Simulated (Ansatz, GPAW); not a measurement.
# A 5-layer slab of Nb(111): simulated STM images

Aim: Tersoff-Hamann images of a 5-layer slab of Nb(111) at several biases.

Method: GPAW, PAW setups; slab in vacuum, in the first sound run; inputs show where later runs differ, in GPAW 26.7.0 and Ansatz 0.2.0.

Report form: the programs' logs are mostly left out.

## 1. Starting point

The cell holds 5 atoms: 5 Nb. Its edges and angles: a = 4.667 Å, b = 4.667 Å, c = 17.811 Å, α = 90.0°, β = 90.0°, γ = 60.0°. Vacuum lies along c.

Coordinates:

```cif
data_structure
_symmetry_space_group_name_H-M 'P 1'
_symmetry_Int_Tables_number 1
_cell_length_a 4.6669
_cell_length_b 4.6669
_cell_length_c 17.8105
_cell_angle_alpha 90.000
_cell_angle_beta 90.000
_cell_angle_gamma 60.000
_cell_volume 335.94
loop_
_atom_site_label
_atom_site_type_symbol
_atom_site_fract_x
_atom_site_fract_y
_atom_site_fract_z
_atom_site_occupancy
Nb1 Nb 0.66667 0.66667 0.39303 1
Nb2 Nb 0.00000 0.00000 0.44651 1
Nb3 Nb 0.33333 0.33333 0.50000 1
Nb4 Nb 0.66667 0.66667 0.55349 1
Nb5 Nb 0.00000 0.00000 0.60697 1
```

## 2. Relaxation

The atoms are relaxed first, since the surface dipole, and with it the work function, follows the positions of the outer layers. The lowest 2 atoms are held at bulk positions and keep their forces.

File run.py:

```python
import json
import numpy as np
from ase import Atoms
from ase.constraints import FixAtoms
from ase.optimize import BFGS
from gpaw import GPAW, PW

slab = Atoms(
    ['Nb', 'Nb', 'Nb', 'Nb', 'Nb'],
    positions=[
        [4.66690, 2.69444, 7.00000],
        [0.00000, 0.00000, 7.95263],
        [2.33345, 1.34722, 8.90526],
        [4.66690, 2.69444, 9.85788],
        [0.00000, 0.00000, 10.81051]],
    cell=[[4.6669, 0.0, 0.0], [2.33345, 4.04166, 0.0], [0.0, 0.0, 17.81051]],
    pbc=[True, True, False])

slab.calc = GPAW(mode=PW(400), xc='PBE', kpts={'size': (8, 8, 1), 'gamma': True},
                 occupations={'name': 'fermi-dirac', 'width': 0.1}, nbands='140%',
                 convergence={'density': 0.0001}, maxiter=200,
                 poissonsolver={'dipolelayer': 'xy'},
                 symmetry={'tolerance': 1e-3, 'extra_ids': [1, 1, 0, 0, 0]}, txt='slab.txt')
result = {}
slab.set_constraint(FixAtoms([0, 1]))
path = []
opt = BFGS(slab, maxstep=0.2)
opt.attach(lambda: path.append((slab.get_potential_energy(), slab.positions.tolist(), slab.get_forces().tolist())))
result['relaxed'] = bool(opt.run(fmax=0.05, steps=30))
result['path'] = path
energy = slab.get_potential_energy()
fermi = slab.calc.get_fermi_level()
v = slab.calc.get_electrostatic_potential().mean((0, 1)) - fermi
n = slab.calc.get_pseudo_density().mean((0, 1))
L = slab.cell[2, 2]
z = np.arange(len(v)) * L / len(v)
low, high = slab.positions[:, 2].min(), slab.positions[:, 2].max()
below, above = np.interp([low - 4.8, high + 4.8], z, v)
slopes = [np.interp(x, z, np.gradient(v, z)) for x in (low - 4.8, high + 4.8)]
eps = np.array([[slab.calc.get_eigenvalues(k, s) for k in range(len(slab.calc.get_ibz_k_points()))]
                for s in range(slab.calc.get_number_of_spins())]) - fermi
top, bottom = eps[eps < 0].max(), eps[eps > 0].min()
dipole = slab.get_dipole_moment()[2]
print(f'energy {energy:.4f} eV, Fermi level {fermi:.4f} eV, dipole {dipole:.5f} e A')
print(f'potential 4.8 A off the faces, from the Fermi level: lower {below:.4f} eV, upper {above:.4f} eV')
print(f'slope of the potential there: lower {slopes[0]:.5f}, upper {slopes[1]:.5f} eV/A')
print(f'nearest levels on the mesh: {top:.4f} and {bottom:.4f} eV')
print('magnetic moment', round(slab.get_magnetic_moment(), 3))
result.update(energy=energy, fermi=fermi, dipole=dipole, below=below, above=above, slopes=slopes, edges=[top, bottom],
              z=z.tolist(), v=v.tolist(), n=n.tolist(), positions=slab.positions.tolist(),
              forces=slab.get_forces(apply_constraint=False).tolist(), moments=slab.get_magnetic_moments().tolist())
json.dump(result, open('result.json', 'w'))
```

Launch:

```console
> OMP_NUM_THREADS=1 OPENBLAS_NUM_THREADS=1 python run.py
```

Elapsed: 10 min, on 1 thread of Intel Xeon Platinum 8488C (Sapphire Rapids), shared host; peak memory 0.27 GiB.

The steps of the relaxation:

| step | energy less that of the first step (eV) | largest force (eV/Å) |
| --- | --- | --- |
| 1 | 0.0000 | 2.0204 |
| 2 | -0.0683 | 1.9042 |
| 3 | -0.4363 | 0.8779 |
| 4 | -0.5150 | 1.2621 |
| 5 | -0.5548 | 0.7498 |
| 6 | -0.5772 | 0.6621 |
| 7 | -0.6455 | 0.2982 |
| 8 | -0.6479 | 0.1730 |
| 9 | -0.6493 | 0.1445 |
| 10 | -0.6508 | 0.0468 |

The atoms that moved most (Å):

| atom | dx | dy | dz | length |
| --- | --- | --- | --- | --- |
| Nb5 | 0.000 | 0.000 | -0.381 | 0.381 |
| Nb4 | 0.000 | 0.000 | -0.291 | 0.291 |
| Nb3 | 0.000 | 0.000 | -0.158 | 0.158 |

Final coordinates:

```xyz
5
Lattice="4.6669 0.0000 0.0000 2.3335 4.0417 0.0000 0.0000 0.0000 17.8105" Properties=species:S:1:pos:R:3
Nb    4.6669    2.6944    7.0000
Nb    0.0000    0.0000    7.9526
Nb    2.3335    1.3472    8.7475
Nb    4.6669    2.6944    9.5665
Nb    0.0000    0.0000   10.4295
```

This step gave:

| Item | Value |
| --- | --- |
| dipole along the normal | -0.01777 e·Å |
| levels nearest the Fermi level on the mesh | -0.1133, 0.03769 eV from the Fermi level |
| upper work function | 3.719 eV |
| lower work function | 3.550 eV |

Electrostatic potential energy of an electron (without an applied field's), less the Fermi level, planar mean against z:

| z (Å) | electrostatic potential energy of an electron (without an applied field's), less the Fermi level, planar mean (eV) |
| --- | --- |
| 0 | 3.64 |
| 1 | 3.55 |
| 2 | 3.55 |
| 3 | 3.55 |
| 4 | 3.52 |
| 5 | 3.27 |
| 6 | 1.10 |
| 7 | -10.4 |
| 8 | -13.2 |
| 9 | -13.6 |
| 10 | -12.2 |
| 11 | -2.91 |
| 12 | 2.98 |
| 13 | 3.63 |
| 14 | 3.71 |
| 15 | 3.72 |
| 16 | 3.72 |
| 17 | 3.72 |

The pseudo valence density, planar mean by z:

| z (Å) | pseudo valence density, planar mean (e/Å³) |
| --- | --- |
| 0.00 | 0 |
| 0.42 | 0 |
| 0.85 | 1.0e-6 |
| 1.48 | 3.6e-6 |
| 1.91 | 9.0e-6 |
| 2.33 | 2.3e-5 |
| 2.76 | 5.7e-5 |
| 3.39 | 2.3e-4 |
| 3.82 | 5.7e-4 |
| 4.24 | 0.00141 |
| 4.66 | 0.00351 |
| 5.30 | 0.0136 |
| 5.72 | 0.0352 |
| 6.15 | 0.109 |
| 6.57 | 0.359 |
| 7.21 | 0.690 |
| 7.63 | 0.678 |
| 8.06 | 0.869 |
| 8.48 | 0.817 |
| 9.12 | 0.778 |
| 9.54 | 0.888 |
| 9.97 | 0.689 |
| 10.39 | 0.768 |
| 11.03 | 0.227 |
| 11.45 | 0.0707 |
| 11.87 | 0.0249 |
| 12.30 | 0.00999 |
| 12.93 | 0.00256 |
| 13.36 | 0.00102 |
| 13.78 | 4.1e-4 |
| 14.21 | 1.6e-4 |
| 14.84 | 4.0e-5 |
| 15.27 | 1.6e-5 |
| 15.69 | 6.1e-6 |
| 16.11 | 2.5e-6 |
| 16.75 | 0 |
| 17.17 | 0 |
| 17.60 | 0 |

The relaxation lowered the energy of the cell by 0.651 eV (energies extrapolated to zero smearing; the optimiser's log prints free energies). The largest force left on a free atom is 0.047 eV/Å.

## 3. The slab's potential

The work function is the vacuum plateau of the electrostatic potential less the Fermi level; a dipole layer lets the two faces have plateaus of their own.

run.py: that of step 2 with these lines changed.

```diff
@@ -3,4 +3,3 @@
 from ase import Atoms
-from ase.constraints import FixAtoms
-from ase.optimize import BFGS
+from ase.dft.stm import STM
 from gpaw import GPAW, PW
@@ -12,5 +11,5 @@
         [0.00000, 0.00000, 7.95263],
-        [2.33345, 1.34722, 8.90526],
-        [4.66690, 2.69444, 9.85788],
-        [0.00000, 0.00000, 10.81051]],
+        [2.33345, 1.34722, 8.74745],
+        [4.66690, 2.69444, 9.56648],
+        [0.00000, 0.00000, 10.42951]],
     cell=[[4.6669, 0.0, 0.0], [2.33345, 4.04166, 0.0], [0.0, 0.0, 17.81051]],
@@ -20,12 +19,6 @@
                  occupations={'name': 'fermi-dirac', 'width': 0.1}, nbands='140%',
-                 convergence={'density': 0.0001}, maxiter=200,
+                 convergence={'density': 1e-05}, maxiter=200,
                  poissonsolver={'dipolelayer': 'xy'},
-                 symmetry={'tolerance': 1e-3, 'extra_ids': [1, 1, 0, 0, 0]}, txt='slab.txt')
+                 symmetry={'tolerance': 1e-3}, txt='slab.txt')
 result = {}
-slab.set_constraint(FixAtoms([0, 1]))
-path = []
-opt = BFGS(slab, maxstep=0.2)
-opt.attach(lambda: path.append((slab.get_potential_energy(), slab.positions.tolist(), slab.get_forces().tolist())))
-result['relaxed'] = bool(opt.run(fmax=0.05, steps=30))
-result['path'] = path
 energy = slab.get_potential_energy()
@@ -51,2 +44,16 @@
               forces=slab.get_forces(apply_constraint=False).tolist(), moments=slab.get_magnetic_moments().tolist())
+
+# Images need the states of the whole zone, up to time reversal
+slab.calc = slab.calc.fixed_density(symmetry={'point_group': False}, txt='states.txt',
+                                    convergence={'bands': 'CBM+0.8'})
+stm = STM(slab)
+result['stm'] = []
+for bias in [-0.5, 0.5]:
+    height = high + 4.0
+    current = stm.get_averaged_current(bias, height)
+    x, y, h = stm.scan(bias, current)
+    i, f = divmod(height / L * stm.ldos.shape[2], 1)
+    I = abs((1 - f) * stm.ldos[:, :, int(i)] + f * stm.ldos[:, :, int(i) + 1])
+    print(f'bias {bias} V: mean current at 4.0 A {current:.4e}, corrugation {np.ptp(h):.4f} A')
+    result['stm'].append(dict(bias=bias, current=current, h=(h - high).tolist(), I=I.tolist()))
 json.dump(result, open('result.json', 'w'))
```

Run time: 3.2 min. Hardware: 1 thread; peak memory 0.51 GiB.

This step gave:

- dipole along the normal: -0.01758 e·Å
- levels nearest the Fermi level on the mesh: -0.1132, 0.03768 eV from the Fermi level
- corrugation -0.5: 0.2213 Å
- corrugation 0.5: 0.1266 Å

Table of electrostatic potential energy of an electron (without an applied field's), less the Fermi level, planar mean by z:

(Unchanged from step 2.)

The pseudo valence density, planar mean by z:

| z (Å) | pseudo valence density, planar mean (e/Å³) |
| --- | --- |
| 0.00 | 0 |
| 0.42 | 0 |
| 0.85 | 1.0e-6 |
| 1.48 | 3.6e-6 |
| 1.91 | 9.0e-6 |
| 2.33 | 2.3e-5 |
| 2.76 | 5.7e-5 |
| 3.39 | 2.3e-4 |
| 3.82 | 5.7e-4 |
| 4.24 | 0.00141 |
| 4.66 | 0.00351 |
| 5.30 | 0.0136 |
| 5.72 | 0.0352 |
| 6.15 | 0.109 |
| 6.57 | 0.359 |
| 7.21 | 0.690 |
| 7.63 | 0.678 |
| 8.06 | 0.869 |
| 8.48 | 0.817 |
| 9.12 | 0.778 |
| 9.54 | 0.888 |
| 9.97 | 0.689 |
| 10.39 | 0.768 |
| 11.03 | 0.227 |
| 11.45 | 0.0707 |
| 11.87 | 0.0249 |
| 12.30 | 0.00998 |
| 12.93 | 0.00255 |
| 13.36 | 0.00102 |
| 13.78 | 4.1e-4 |
| 14.21 | 1.6e-4 |
| 14.84 | 4.0e-5 |
| 15.27 | 1.5e-5 |
| 15.69 | 6.1e-6 |
| 16.11 | 2.5e-6 |
| 16.75 | 0 |
| 17.17 | 0 |
| 17.60 | 0 |

Tip height over the top atom over a1 and a2. Sample bias -0.5 V, constant current at the mean current 4.0 Å over the top atom.

Ten even steps from '_' (3.90 Å) to '@' (4.12 Å):
```
@@@@@@@@%%%%##**++----::::::::----++**##%%%%@@@@
@@@@@@@@@@%%##**++==--------------==++**##%%@@@@
@@@@@@@@%%%%##**++==----------------==++**##%%%%
%%%%%%%%%%%%##**++====--------------====++**##%%
####%%%%######**++====----------------====++**##
****######******++====------------------====++**
++++********++++++==------------------------==++
==================------------------------------
------------------------------------------------
::::::::::::::::::::::::----------------------::
::::::::::::::::::::::::::--------------------::
::::::..............::::::::------------------::
::::......________......::::::----------------::
::::::....__________....::::::------======------
--::::....____________....::::----============--
==--::::..______________..::::--==++++++++++++++
++==--::::..____________..::::--==++************
**++==--::::..__________..::::--==++**##########
##****==--::::..________..::::--==****##%%%%%%%%
%%####**==--::::..........::::--==**####%%%%@@%%
@@%%%%##**==--::::........::::--==**##%%%%@@@@@@
@@@@%%%%##**==--::::::..::::::--==**##%%%%@@@@@@
@@@@@@%%##**++==--::::::::::::--==++**##%%@@@@@@
@@@@@@@@%%##**++==--::::::::::--==++**##%%@@@@@@
```
Columns: a1 from 0 to 0.958; rows upwards: a2 from 0 to 0.958.

Local density of states summed over the bias window over a1 and a2. Sample bias -0.5 V, constant height 4.0 Å over the top atom.

Ten even steps from '_' (1.71 × 1e-5 arbitrary) to '@' (2.73 × 1e-5 arbitrary):
```
@@@@@@@@%%##**++==----::::::::----==++**##%%@@@@
@@@@@@@@%%##**++====--::::::::::--====++**##%%@@
@@@@@@@@%%####**++==----::::::::----==++**####%%
%%%%%%%%%%##****++==------::::::------==++****##
############**++++==------::::::::------==++++**
**************++====------::::::::::------====++
==++++++++++++======------::::::::::::------====
--==============----------::::::::::::::--------
----------------------::::::::::::::::::::::::--
::::::::::::::::::::::::::::::::::::::::::::::::
::::::............::::::::::::::::::::::::::::::
::::..................::::::::::----------::::::
::::......________......::::::::------------::::
::::......__________......::::------------------
--::::....____________....::::----============--
----::....______________....::----====++++++====
====--::....____________....::--====++++****++++
**++==--::....__________....::--==++******##****
##**++==--::....________....::--==++**##########
%%##**++==--::..............::--==++**##%%%%%%%%
@@%%##**++==--::............::--==++**##%%@@@@@@
@@@@%%##**++==--::::......::::--==++**##%%@@@@@@
@@@@@@%%##**++==--::::::::::::--==++**##%%@@@@@@
@@@@@@@@%%##**==----::::::::::----==**##%%@@@@@@
```
Columns: a1 from 0 to 0.958; rows upwards: a2 from 0 to 0.958.

Tip height over the top atom over a1 and a2. Sample bias 0.5 V, constant current at the mean current 4.0 Å over the top atom.

Ten even steps from '_' (3.93 Å) to '@' (4.06 Å):
```
@@@@@@%%%%%%##****++++++++++++++++****##%%%%%%@@
%%@@%%%%%%%%####**********************####%%%%%%
%%%%%%%%%%%%######********####********######%%%%
%%%%%%%%%%%%##################################%%
################################################
********************##########%%##########******
**++++++++++++********########%%%%########******
++==============++++****######%%%%%%######****++
======--------======++****####%%%%%%%%####****++
==------::::::------==++**##################**++
==----::::::::::::----==++**################**++
==----::..........::----==++****##########****++
==----::............::----==++****########****++
==----::..__________..::----==++****######****++
==----::..____________..::----==++****####****++
++==--::....__________....::--==++****######****
**====--::....________....::--====****########**
**++==--::::....______....::::--==++**##########
##**++==--::::....____....::::--==++**##%%%%%%%%
%%##**++==--::::..........::::--==++**##%%%%%%%%
%%%%##**++==----::::::::::::----==++**##%%%%%%%%
%%%%%%##**++====--------------====++**##%%%%%%@@
@@@@%%%%##**++====------------====++**##%%%%@@@@
@@@@%%%%%%##****++==============++****##%%%%%%@@
```
Columns: a1 from 0 to 0.958; rows upwards: a2 from 0 to 0.958.

Local density of states summed over the bias window over a1 and a2. Sample bias 0.5 V, constant height 4.0 Å over the top atom.

Ten even steps from '_' (1.57 × 1e-5 arbitrary) to '@' (2.00 × 1e-5 arbitrary):
```
@@@@%%%%%%####****++++++++++++++++****####%%%%%%
%%%%%%%%%%%%####****++++******++++****####%%%%%%
%%%%%%%%%%%%####************************####%%%%
################********##########********######
################********############********####
**************************##########************
++++++++++++++++********######%%%%######********
++==============++++++**######%%%%%%######**++++
====------------====++++**######%%%%######**++++
==------::::::------==++****##############****++
==----::::....::::----==++****############****++
==--::::..........::::--==++****####**####****++
==--::::..________..::::--==++++************++++
==--::::..__________..::::--==++++**********++++
==----::..____________..::----==++************++
++==--::..______________..::--==++**************
++==----::..____________..::----==++**########**
**++==--::....__________....::--==++**##########
##**++==--::....________....::--==++**####%%%%##
####**++==--::::..........::::--==++**####%%%%%%
%%####**++==----::::::::::::----==++**####%%%%%%
%%%%####**++==------::::::------==++**####%%%%%%
@@%%%%####**++====------------====++**####%%%%@@
@@@@%%%%####**++++==============++++**####%%%%@@
```
Columns: a1 from 0 to 0.958; rows upwards: a2 from 0 to 0.958.

Force by atom:

| atom | x (eV/Å) | y (eV/Å) | z (eV/Å) | size |
| --- | --- | --- | --- | --- |
| Nb1 | 0.000 | 0.000 | 0.937 | 0.937 |
| Nb2 | 0.000 | 0.000 | -0.928 | 0.928 |
| Nb3 | 0.000 | 0.000 | -0.045 | 0.045 |
| Nb4 | 0.000 | 0.000 | 0.000 | 0.000 |
| Nb5 | 0.000 | 0.000 | 0.038 | 0.038 |

The potential is flat to 0.001 eV/Å where it is read, so the vacuum is wide enough.

(Part 1 of 2 ends here.)

[Logs are printed without paths, hosts, clocks, repeated set-up lines and the standing remarks that a program may print on its own settings, such as how far it seeks lower states.]

[Hosts, paths, dates, database ids (printed as entryN), source tags and the programs' standing remarks are cut or masked in the printed files.]
